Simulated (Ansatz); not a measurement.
Computed results, one entry a study.

**Cs2InAgCl6 (Fm-3m): spin-orbit coupling beyond the local functionals**

It takes space group Fm-3m (No. 225, cubic). Conventional cell: a = 10.469 Å, b = 10.469 Å, c = 10.469 Å, α = 90.00°, β = 90.00°, γ = 90.00°. Cs has 12 Cl at 3.70 Å nearest. Nearest to In lie 6 Cl at 2.51 Å. Nearest to Ag lie 6 Cl at 2.72 Å. Cl has 1 In at 2.51 Å and 1 Ag at 2.72 Å and 4 Cs at 3.70 Å nearest. Farther neighbours and most contacts between anions are not listed.

```
Cs In Ag Cl
1.0
     0.00000    5.23450    5.23450
     5.23450    0.00000    5.23450
     5.23450    5.23450    0.00000
Cs In Ag Cl
2 1 1 6
Direct
  0.25000 0.25000 0.25000
  0.75000 0.75000 0.75000
  0.00000 0.00000 0.00000
  0.50000 0.50000 0.50000
  0.76021 0.23979 0.23979
  0.23979 0.76021 0.23979
  0.23979 0.76021 0.76021
  0.76021 0.23979 0.76021
  0.23979 0.23979 0.76021
  0.76021 0.76021 0.23979
```

| Property | Result |
| --- | --- |
| method | DFT, HSE06 with spin-orbit coupling, plane waves, PAW (and 1 further level or step) |
| program | Ansatz 0.2.0 |
| settings of one run | cutoff 420 eV, 2×2×2 k-mesh, smearing width 0.02 eV, default PAW, PAW set soft 2 |
| cost | 2 runs, 88 s in all on 1 × NVIDIA H100 80GB HBM3 (shared by 6 runs) with 3 threads of AMD EPYC 7R13 (Zen 3), shared host (the runs of this entry) |
| notes | The cell and positions come from the Crystallography Open Database and are kept as given unless a step says otherwise. The lattice is static and excitons are left out. |
| HSE06 | 2.58 eV |
| HSE06+SOC | 2.56 eV |

Spin-orbit coupling changes the gap by −0.02 eV and the least direct gap by −0.02 eV. Against experiment, by HSE06+SOC: the direct gap of 2.56 eV lies −0.74 eV from the measured 3.3 eV (direct, 2016). An exciton line or allowed optical edge lies below the quasiparticle gap by the binding energy; a forbidden edge can push the onset above it.

[Paths, hosts, dates, memory and timing lines, banners, echoed tables and standing remarks are left out of the program output.]

[Logs are printed without paths, hosts, clocks, repeated set-up lines and the standing remarks that a program may print on its own settings, such as how far it seeks lower states.]

[Runs of the session that timed out or met a known fault of the program may be left out.]

[Cells called generated may have been cut or substituted from an entry of the Crystallography Open Database or the Materials Project.]

[Hosts, paths, dates, database ids (printed as entryN), source tags and the programs' standing remarks are cut or masked in the printed files.]
